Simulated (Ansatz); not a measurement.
**Li on Ag(111): change of the work function**

Aim: the work function of Ag(111) at several coverages of Li (fcc site), and the dipole that each adsorbate carries.

Program: Ansatz 0.2.0. Level of theory: plane-wave DFT, PBE, Ansatz PAW. Results are calculated unless marked as measured.

**1. The structure**

The cell holds 4 atoms: 4 Ag. Its edges and angles: a = 2.892 Å, b = 2.892 Å, c = 25.084 Å, α = 90.0°, β = 90.0°, γ = 60.0°. Vacuum lies along c.

**2. The clean slab**

The bare slab comes first, as the zero from which every change is counted. The two lowest layers are held at bulk places and the upper ones relax. The dipole correction removes the false field that a one-sided slab makes across the periodic vacuum, so each face gets a flat vacuum level of its own.

input.yaml reads:

```yaml
crystal:
  lattice:
    - [2.8920667351, 0.0, 0.0]
    - [1.4460333675, 2.504603262, 0.0]
    - [0.0, 0.0, 25.084087803]
  atoms:
    - { symbol: Ag, position: [0.0, 0.0, 0.3587931947] }
    - { symbol: Ag, position: [0.3333333333, 0.3333333333, 0.4529310649] }
    - { symbol: Ag, position: [0.6666666667, 0.6666666667, 0.5470689351] }
    - { symbol: Ag, position: [0.0, 0.0, 0.6412068053] }
kpoints:
  mp_grid: { grid: [12, 12, 1] }
hamiltonian:
  xc: pbe
scf:
  occupations: { method: fermi_dirac, width: 0.1 }
  convergence: { dr2_threshold: 1.0e-08 }
efield:
  axis: 3
  dipole_correction: true
  ramp_position: 0.97
  ramp_width: 0.06
relax:
  f_tol: 0.02
  max_steps: 60
  constraints: [{ sites: [0, 1] }]
output:
  write_potential: true
  write_density: true
  volumetric_format: npy
```

Launch:

```bash
$ ansatz run input.yaml --threads 4 --pin off --max-ram 6144MiB --backend cpu --events-out ev --progress --plain --runs-dir out
```

Numbers of over 12 decimals in the logs are rounded to 6 here.

The program printed:

```text
Engine: ansatz 0.2.0, aarch64-unknown-linux-gnu
Pseudopotentials: kind: paw
Pseudopotential: Ag, paw, valence charge 19, recommended cutoff 420 eV (normal), Ag.paw.azcp
Functional definition: PBE
  parameter kappa = 0.804
  parameter beta = 0.066725
  exchange = pbe_x(kappa = kappa, mu = beta*pi^2/3)
  correlation = pbe_c(beta = beta)
Crystal: 4 atoms, lattice volume = 181.696 Å³
Basis set: ecut = 420 eV, 3551 PW (Γ), exchange–correlation on 40×40×360 points (8 copies of the dense FFT grid, shifted against one another)
Bands: 46, of which v1, the nominal top of the filled ones, is band 38 counted from 1 (37 counted from 0)
Symmetry: 6 space group operations
k-points: 19 of 144 (time reversal used)
Non-local potential: Ag, projectors of the file, l = 0: 3, l = 1: 2, l = 2: 2, l = 3: 1
PAW form: soft (Blöchl's): semilocal exchange-correlation on the pseudo side does not see the compensation charge
PAW one-centre angular grid: Ag, 590 points (default); XC on 64 Gauss nodes
Initial density: superposition of atomic densities (neutral atoms: chi_scale 0, normalization atom), corrected by the library's trained network
Initial wavefunctions: pseudopotential atomic-orbital guess
Functional: x = pbe(κ = 0.804, μ = 0.219515), c = pbe(β = 0.066725)
SCF iter   1: F=—  HF=-30361.536039 eV  |F-HF|=—  |Δ(HF+E_count)|=         —  Δρ=1.43e-3  dr2=2.13e-2  ethr=1.77e-3  p=0.000 e·Å  D=4.57e-14 V/Å  ΔV_dip=-0.00 eV  dr2_dipole=1.51e-9  V_vac-E_F(+/−)=4.39/4.39 eV  ⟨swp⟩=7.4  Hψ=3672  notcnv=0  defer=12
efield: sawtooth ramp at fractional position 0.9700 (set: `efield.ramp_position`, or a place that a band, a saddle search or an elastic batch's reference lends), width 0.0600; the density the first Hamiltonian is built on has a dipole p = 0.000 e·Å; the dipole correction subtracts the counter field D = 4.57e-14 V/Å, which shifts the + side's vacuum level by -0.00 eV against the − side's; the planar-averaged density in the ramp window peaks in size at 3.3e-6 e/Å³
preconditioner: auto → LDOS  [metal: Δε(μ)=0.132 eV  Ē_g=9.346 eV  σ=0.100 eV  W_gap=0.32  n_scr=18 (ndim 8)  ℏωp=18.3 eV  f_vac=0.583  D(μ)=0.82/eV (n_scr^D=6)  β→1.0]
SCF iter   2: F=—  HF=-30361.540493 eV  |F-HF|=—  |Δ(HF+E_count)|=   4.45e-3  Δρ=1.71e-3  dr2=1.09e-2  ethr=2.80e-5  p=-0.000 e·Å  D=-9.70e-6 V/Å  ΔV_dip=0.00 eV  dr2_dipole=2.53e-10  V_vac-E_F(+/−)=4.43/4.43 eV  ⟨swp⟩=2.2  Hψ=1740  notcnv=0  defer=25
SCF iter   3: F=—  HF=-30361.538911 eV  |F-HF|=—  |Δ(HF+E_count)|=   1.58e-3  Δρ=5.15e-4  dr2=3.96e-4  ethr=1.43e-5  p=-0.000 e·Å  D=-2.39e-6 V/Å  ΔV_dip=0.00 eV  dr2_dipole=6.30e-10  V_vac-E_F(+/−)=4.45/4.45 eV  ⟨swp⟩=2.0  Hψ=1312  notcnv=0  defer=25
SCF iter   4: F=—  HF=-30361.538844 eV  |F-HF|=—  |Δ(HF+E_count)|=   6.66e-5  Δρ=7.08e-5  dr2=1.22e-5  ethr=5.20e-7  p=-0.000 e·Å  D=-1.65e-6 V/Å  ΔV_dip=0.00 eV  dr2_dipole=2.09e-10  V_vac-E_F(+/−)=4.45/4.45 eV  ⟨swp⟩=3.2  Hψ=1672  notcnv=0  defer=25
SCF iter   5: F=—  HF=-30361.538814 eV  |F-HF|=—  |Δ(HF+E_count)|=   3.00e-5  Δρ=2.65e-5  dr2=1.77e-6  ethr=1.60e-8  p=-0.000 e·Å  D=-4.88e-8 V/Å  ΔV_dip=0.00 eV  dr2_dipole=3.15e-12  V_vac-E_F(+/−)=4.45/4.45 eV  ⟨swp⟩=2.6  Hψ=1527  notcnv=0  defer=25
SCF iter   6: F=—  HF=-30361.538866 eV  |F-HF|=—  |Δ(HF+E_count)|=   5.23e-5  Δρ=9.20e-6  dr2=1.40e-7  ethr=2.33e-9  p=0.000 e·Å  D=9.44e-8 V/Å  ΔV_dip=-0.00 eV  dr2_dipole=1.07e-12  V_vac-E_F(+/−)=4.46/4.46 eV  ⟨swp⟩=2.2  Hψ=1220  notcnv=0  defer=25
SCF iter   7: F=—  HF=-30361.538866 eV  |F-HF|=—  |Δ(HF+E_count)|=   3.56e-8  Δρ=3.14e-6  dr2=2.09e-8  ethr=1.84e-10  p=0.000 e·Å  D=3.04e-8 V/Å  ΔV_dip=-0.00 eV  dr2_dipole=1.25e-13  V_vac-E_F(+/−)=4.46/4.46 eV  ⟨swp⟩=2.4  Hψ=1586  notcnv=0  defer=25
SCF iter   8: F=-30361.538866 eV  HF=-30361.538866 eV  |F-HF|=2.75e-9  |Δ(HF+E_count)|=   5.33e-9  Δρ=6.78e-7  dr2=5.64e-10  ethr=1.32e-11  p=-0.000 e·Å  D=-8.55e-9 V/Å  ΔV_dip=0.00 eV  dr2_dipole=6.95e-15  V_vac-E_F(+/−)=4.46/4.46 eV  ⟨swp⟩=8.7  Hψ=5198  notcnv=0
SCF 1 converged in 8 iterations: F = -30361.538866 eV  dr2 = 5.64e-10
  greatest PAW one-centre occupation: 1.000 electrons in one spin orbital (limit 2), on the Ag atom at site 1 (counted from 0), in its partial waves of l = 0
relax step   1: F+E_penalty+E_count = -30361.53886649 eV  Δ(F+E_penalty+E_count) = +0.000e0 eV  max|allowed force component| = 1.394e-1 eV/Å  Δτ_max = 0.0000 Å  (8 SCF iters, accepted)
Initial density: handed on by an earlier stage of this run
Initial wavefunctions: those handed on with the density
iter 1 solved again at ethr=1.65e-5 eV; its pass at ethr=3.10e-3 eV (dr2=1.25e-2 eV) is discarded
SCF iter   1: F=—  HF=-30361.545702 eV  |F-HF|=—  |Δ(HF+E_count)|=         —  Δρ=2.56e-3  dr2=1.12e-2  ethr=1.65e-5  p=-0.000 e·Å  D=-2.89e-8 V/Å  ΔV_dip=0.00 eV  dr2_dipole=8.08e-5  V_vac-E_F(+/−)=4.45/4.45 eV  ⟨swp⟩=2.0  Hψ=3443  notcnv=0  defer=33
efield: sawtooth ramp at fractional position 0.9700 (set: `efield.ramp_position`, or a place that a band, a saddle search or an elastic batch's reference lends), width 0.0600; the density the first Hamiltonian is built on has a dipole p = -0.000 e·Å; the dipole correction subtracts the counter field D = -2.89e-8 V/Å, which shifts the + side's vacuum level by +0.00 eV against the − side's; the planar-averaged density in the ramp window peaks in size at 6.5e-7 e/Å³
preconditioner: auto → LDOS  [metal: Δε(μ)=0.209 eV  Ē_g=9.267 eV  σ=0.100 eV  W_gap=0.48  n_scr=18 (ndim 8)  ℏωp=18.3 eV  f_vac=0.579  D(μ)=0.92/eV (n_scr^D=6)  β→1.0]
SCF iter   2: F=—  HF=-30361.545730 eV  |F-HF|=—  |Δ(HF+E_count)|=   2.81e-5  Δρ=2.20e-3  dr2=1.62e-2  ethr=1.47e-5  p=0.001 e·Å  D=1.26e-3 V/Å  ΔV_dip=-0.03 eV  dr2_dipole=1.53e-3  V_vac-E_F(+/−)=4.40/4.43 eV  ⟨swp⟩=2.1  Hψ=1485  notcnv=0  defer=33
SCF iter   3: F=—  HF=-30361.542249 eV  |F-HF|=—  |Δ(HF+E_count)|=   3.48e-3  Δρ=4.16e-4  dr2=3.20e-4  ethr=1.47e-5  p=-0.002 e·Å  D=-1.87e-3 V/Å  ΔV_dip=0.05 eV  dr2_dipole=4.02e-5  V_vac-E_F(+/−)=4.49/4.44 eV  ⟨swp⟩=2.0  Hψ=1399  notcnv=0  defer=33
SCF iter   4: F=—  HF=-30361.542227 eV  |F-HF|=—  |Δ(HF+E_count)|=   2.28e-5  Δρ=2.30e-4  dr2=1.11e-4  ethr=4.21e-7  p=-0.001 e·Å  D=-1.01e-3 V/Å  ΔV_dip=0.03 eV  dr2_dipole=2.23e-7  V_vac-E_F(+/−)=4.47/4.44 eV  ⟨swp⟩=2.2  Hψ=1528  notcnv=0  defer=33
SCF iter   5: F=—  HF=-30361.542207 eV  |F-HF|=—  |Δ(HF+E_count)|=   1.94e-5  Δρ=3.25e-5  dr2=3.43e-6  ethr=1.46e-7  p=-0.001 e·Å  D=-1.14e-3 V/Å  ΔV_dip=0.03 eV  dr2_dipole=7.58e-7  V_vac-E_F(+/−)=4.47/4.44 eV  ⟨swp⟩=2.0  Hψ=1327  notcnv=0  defer=33
SCF iter   6: F=—  HF=-30361.542212 eV  |F-HF|=—  |Δ(HF+E_count)|=   4.87e-6  Δρ=1.26e-5  dr2=2.99e-7  ethr=4.51e-9  p=-0.001 e·Å  D=-1.17e-3 V/Å  ΔV_dip=0.03 eV  dr2_dipole=8.71e-9  V_vac-E_F(+/−)=4.47/4.44 eV  ⟨swp⟩=2.0  Hψ=1297  notcnv=0  defer=33
SCF iter   7: F=—  HF=-30361.542212 eV  |F-HF|=—  |Δ(HF+E_count)|=   9.44e-8  Δρ=3.85e-6  dr2=3.52e-8  ethr=3.94e-10  p=-0.001 e·Å  D=-1.17e-3 V/Å  ΔV_dip=0.03 eV  dr2_dipole=4.22e-12  V_vac-E_F(+/−)=4.47/4.44 eV  ⟨swp⟩=2.0  Hψ=1501  notcnv=0  defer=33
SCF iter   8: F=-30361.542212 eV  HF=-30361.542212 eV  |F-HF|=2.94e-9  |Δ(HF+E_count)|=   2.53e-8  Δρ=8.96e-7  dr2=1.21e-9  ethr=1.32e-11  p=-0.001 e·Å  D=-1.16e-3 V/Å  ΔV_dip=0.03 eV  dr2_dipole=2.56e-11  V_vac-E_F(+/−)=4.47/4.44 eV  ⟨swp⟩=9.0  Hψ=5308  notcnv=0
SCF 2 converged in 8 iterations: F = -30361.542212 eV  dr2 = 1.21e-9
relax step   2: F+E_penalty+E_count = -30361.54221217 eV  Δ(F+E_penalty+E_count) = -3.346e-3 eV  max|allowed force component| = 5.879e-2 eV/Å  Δτ_max = 0.1208 Å  (8 SCF iters, accepted)
SCF iter   1: F=—  HF=-30361.543984 eV  |F-HF|=—  |Δ(HF+E_count)|=         —  Δρ=9.71e-4  dr2=1.77e-3  ethr=2.01e-5  p=-0.001 e·Å  D=-1.16e-3 V/Å  ΔV_dip=0.03 eV  dr2_dipole=5.25e-5  V_vac-E_F(+/−)=4.48/4.45 eV  ⟨swp⟩=3.8  Hψ=2048  notcnv=0  defer=33
efield: sawtooth ramp at fractional position 0.9700 (set: `efield.ramp_position`, or a place that a band, a saddle search or an elastic batch's reference lends), width 0.0600; the density the first Hamiltonian is built on has a dipole p = -0.001 e·Å; the dipole correction subtracts the counter field D = -1.16e-3 V/Å, which shifts the + side's vacuum level by +0.03 eV against the − side's; the planar-averaged density in the ramp window peaks in size at 7.8e-7 e/Å³
preconditioner: auto → LDOS  [metal: Δε(μ)=0.206 eV  Ē_g=9.288 eV  σ=0.100 eV  W_gap=0.47  n_scr=18 (ndim 8)  ℏωp=18.3 eV  f_vac=0.581  D(μ)=0.89/eV (n_scr^D=6)  β→1.0]
SCF iter   2: F=—  HF=-30361.544011 eV  |F-HF|=—  |Δ(HF+E_count)|=   2.63e-5  Δρ=9.28e-4  dr2=2.53e-3  ethr=2.33e-6  p=-0.002 e·Å  D=-1.70e-3 V/Å  ΔV_dip=0.04 eV  dr2_dipole=3.84e-5  V_vac-E_F(+/−)=4.50/4.46 eV  ⟨swp⟩=2.7  Hψ=1897  notcnv=0  defer=33
SCF iter   3: F=—  HF=-30361.543427 eV  |F-HF|=—  |Δ(HF+E_count)|=   5.84e-4  Δρ=1.90e-4  dr2=6.10e-5  ethr=2.33e-6  p=-0.001 e·Å  D=-6.14e-4 V/Å  ΔV_dip=0.02 eV  dr2_dipole=4.87e-6  V_vac-E_F(+/−)=4.47/4.45 eV  ⟨swp⟩=2.0  Hψ=1396  notcnv=0  defer=33
SCF iter   4: F=—  HF=-30361.543410 eV  |F-HF|=—  |Δ(HF+E_count)|=   1.72e-5  Δρ=8.92e-5  dr2=1.40e-5  ethr=8.03e-8  p=-0.001 e·Å  D=-8.67e-4 V/Å  ΔV_dip=0.02 eV  dr2_dipole=8.57e-9  V_vac-E_F(+/−)=4.47/4.45 eV  ⟨swp⟩=2.5  Hψ=1546  notcnv=0  defer=33
SCF iter   5: F=—  HF=-30361.543410 eV  |F-HF|=—  |Δ(HF+E_count)|=   3.08e-7  Δρ=1.46e-5  dr2=9.73e-7  ethr=1.84e-8  p=-0.001 e·Å  D=-8.27e-4 V/Å  ΔV_dip=0.02 eV  dr2_dipole=2.54e-7  V_vac-E_F(+/−)=4.47/4.45 eV  ⟨swp⟩=2.0  Hψ=1332  notcnv=0  defer=33
SCF iter   6: F=—  HF=-30361.543462 eV  |F-HF|=—  |Δ(HF+E_count)|=   5.22e-5  Δρ=4.76e-6  dr2=6.37e-8  ethr=1.28e-9  p=-0.001 e·Å  D=-8.00e-4 V/Å  ΔV_dip=0.02 eV  dr2_dipole=9.85e-9  V_vac-E_F(+/−)=4.47/4.45 eV  ⟨swp⟩=2.0  Hψ=1200  notcnv=0  defer=33
SCF iter   7: F=—  HF=-30361.543462 eV  |F-HF|=—  |Δ(HF+E_count)|=   2.80e-8  Δρ=1.89e-6  dr2=1.05e-8  ethr=1.32e-11  p=-0.001 e·Å  D=-7.97e-4 V/Å  ΔV_dip=0.02 eV  dr2_dipole=1.65e-11  V_vac-E_F(+/−)=4.47/4.45 eV  ⟨swp⟩=9.1  Hψ=5615  notcnv=0
SCF iter   8: F=-30361.543462 eV  HF=-30361.543462 eV  |F-HF|=1.11e-9  |Δ(HF+E_count)|=   4.10e-9  Δρ=4.63e-7  dr2=2.69e-10  ethr=1.32e-11  p=-0.001 e·Å  D=-7.96e-4 V/Å  ΔV_dip=0.02 eV  dr2_dipole=1.32e-13  V_vac-E_F(+/−)=4.47/4.45 eV  ⟨swp⟩=8.2  Hψ=5047  notcnv=0
SCF 3 converged in 8 iterations: F = -30361.543462 eV  dr2 = 2.69e-10
relax step   3: F+E_penalty+E_count = -30361.54346218 eV  Δ(F+E_penalty+E_count) = -1.250e-3 eV  max|allowed force component| = 3.526e-3 eV/Å  Δτ_max = 0.0437 Å  (8 SCF iters, accepted)
NSCF: frozen V_eff on 19 k-points
the band table was solved once a step of the walk had ended and its energy, with any forces and stress, was formed, with the checks that follow a solve (4634 applications of the Hamiltonian). They found nothing against the state; the energy, forces and stress were not computed again (output.eigenvalues in the input reference)
SCF converged after 8 iterations
Free energy (F): -30361.543462 eV
Harris-Foulkes:  -30361.543462 eV  (|F-HF|=1.11e-9)
Internal energy: -30361.511446 eV  (E = F + TS)
E sigma→0 (E₀):  -30361.527454 eV
Entropy (-TS):   -0.032016 eV (-8.004 meV/atom)
Fermi energy:    3.774940 eV
Dipole field:    D = -0.000797 V/Å  (p = -0.000800 e·Å, saw-weighted, corrected)
Work function:   Φ+ = 4.4694 eV   Φ− = 4.4494 eV
Levels:          The Fermi level and band energies are counted from a zero that moves with the ramp; work functions are not
--- Per-component energies (eV) ---
  E_band       = -1960.547775
  E_kinetic    = 2109.099075
  E_local      = -128020.276560  (includes V_loc(G=0)·N_el)
  E_nonlocal   = 320.756910
  E_hartree    = 63107.808631
  E_xc         = -738.272180
  E_vxc        = -937.843934  (∫ρ·V_xc dr)
  E_paw        = -15609.056265  (= ΣΔE_a)
  E_vpaw       = -1647.903651  (= ΣTr[D̂ρ^β])
  E_aug_tail   = 0.001306  (compensation charges beyond the density's cutoff)
  E_efield     = 0.000000  (sawtooth field / dipole correction)
  E_vefield    = 0.001582  (∫n·V_field dr)
  E_ewald      = 48468.427637
  E_smearing   = -0.032016  (= −TS)
  E_closure    = 0.000000  (closes the sum)
  Σ components = -30361.543462   (vs F -30361.543462, Δ=0.00e0)
--- Forces (eV/Å), atoms counted from 1 ---
  atom   1  Ag    -0.00000000     0.00000000    -0.13252268
  atom   2  Ag     0.00000000    -0.00000000     0.12981903
  atom   3  Ag    -0.00000000    -0.00000000     0.00352622
  atom   4  Ag    -0.00000000    -0.00000000    -0.00082124
  max |Σ_I F_I| component: 1.33e-6 eV/Å
--- Band table (eV; the first three rows and the last of 19) ---
  k-point 0: bands = [... 34 lower, 0.3804, 0.4880, 0.4880, 0.7234, 0.7234, 2.7357, 3.9494, 7.7601, ... 4 higher]
  k-point 1: bands = [... 34 lower, 0.3192, 0.4035, 0.4876, 0.7293, 1.0045, 3.0032, 4.3438, 7.8970, ... 4 higher]
  k-point 2: bands = [... 34 lower, 0.1786, 0.4121, 0.4831, 0.7430, 1.5725, 3.6517, 5.3129, 8.3086, ... 4 higher]
  k-point 18: bands = [... 34 lower, 0.6631, 0.6714, 7.1502, 7.3285, 7.3357, 8.0731, 8.0825, 8.4313, ... 4 higher]
--- Relaxed structure (3 steps of the walk, 3 accepted, 0 SCFs on fresh bases) ---
  F+E_penalty+E_count = -30361.54346218 eV   max|allowed force component| = 3.526e-3 eV/Å
  atoms:
    - { symbol: Ag, position: [0.0, 0.0, 0.3587931947] }
    - { symbol: Ag, position: [0.333333, 0.333333, 0.452931] }
    - { symbol: Ag, position: [0.666667, 0.666667, 0.548158] }
    - { symbol: Ag, position: [2.5445413763024496e-18, -1.1400015482013495e-18, 0.644283] }
```

Run time: 8.3 s. Hardware: 4 threads of Arm Neoverse V2, shared host; peak memory 0.51 GiB.

Relaxation path:

| step | energy less that of the first step (eV) | largest force component (eV/Å) |
| --- | --- | --- |
| 1 | 0.0000 | 0.1394 |
| 2 | -0.0033 | 0.0588 |
| 3 | -0.0046 | 0.0035 |

Forces are held to the 6 operations that the run works with; a distortion that breaks them can't arise in this run.

The atoms that moved most (Å):

| atom | dx | dy | dz | length |
| --- | --- | --- | --- | --- |
| Ag4 | 0.000 | 0.000 | 0.077 | 0.077 |
| Ag3 | 0.000 | 0.000 | 0.027 | 0.027 |

Numbers from this step:

| Item | Value |
| --- | --- |
| energy at zero smearing | -30361.5275 eV |
| work function, upper face | 4.469 eV |
| dipole along the normal | -8.00e-4 e·Å |

Running mean over 2.361 Å of the planar mean; the ramp of the sawtooth is left out. Electron's electrostatic potential energy less the Fermi level against z:

| z (Å) | electron's electrostatic potential energy less the Fermi level (eV) |
| --- | --- |
| 3.5 | 4.45 |
| 4.0 | 4.45 |
| 4.5 | 4.45 |
| 5.0 | 4.44 |
| 5.5 | 4.43 |
| 6.0 | 4.38 |
| 6.5 | 4.19 |
| 7.0 | 3.48 |
| 7.5 | 1.20 |
| 8.0 | -2.25 |
| 8.5 | -4.95 |
| 9.0 | -5.85 |
| 9.5 | -6.00 |
| 10.0 | -6.03 |
| 10.5 | -6.04 |
| 11.0 | -6.05 |
| 11.5 | -6.03 |
| 12.0 | -5.92 |
| 12.5 | -5.85 |
| 13.0 | -5.89 |
| 13.5 | -5.99 |
| 14.0 | -5.97 |
| 14.5 | -5.78 |
| 15.0 | -5.68 |
| 15.5 | -5.78 |
| 16.0 | -5.86 |
| 16.5 | -5.38 |
| 17.0 | -3.28 |
| 17.5 | 0.148 |
| 18.0 | 2.97 |
| 18.5 | 4.08 |
| 19.0 | 4.36 |
| 19.5 | 4.44 |
| 20.0 | 4.46 |
| 20.5 | 4.47 |
| 21.0 | 4.47 |
| 21.5 | 4.47 |
| 22.0 | 4.47 |

The relaxation took 3 steps and lowered the energy by 0.0046 eV; the largest force on the free atoms ends at 0.0035 eV/Å.

The work function of the upper face is 4.47 eV.

[end of part 1 of 3]

[Logs are printed without paths, hosts, clocks, repeated set-up lines and the standing remarks that a program may print on its own settings, such as how far it seeks lower states.]

[Hosts, paths, dates, database ids (printed as entryN), source tags and the programs' standing remarks are cut or masked in the printed files.]

[Maps of the electrostatic potential energy from Ansatz leave out the sawtooth potential of an applied field or a dipole correction, so their vacuum need not be flat; planar profiles and work functions include it.]
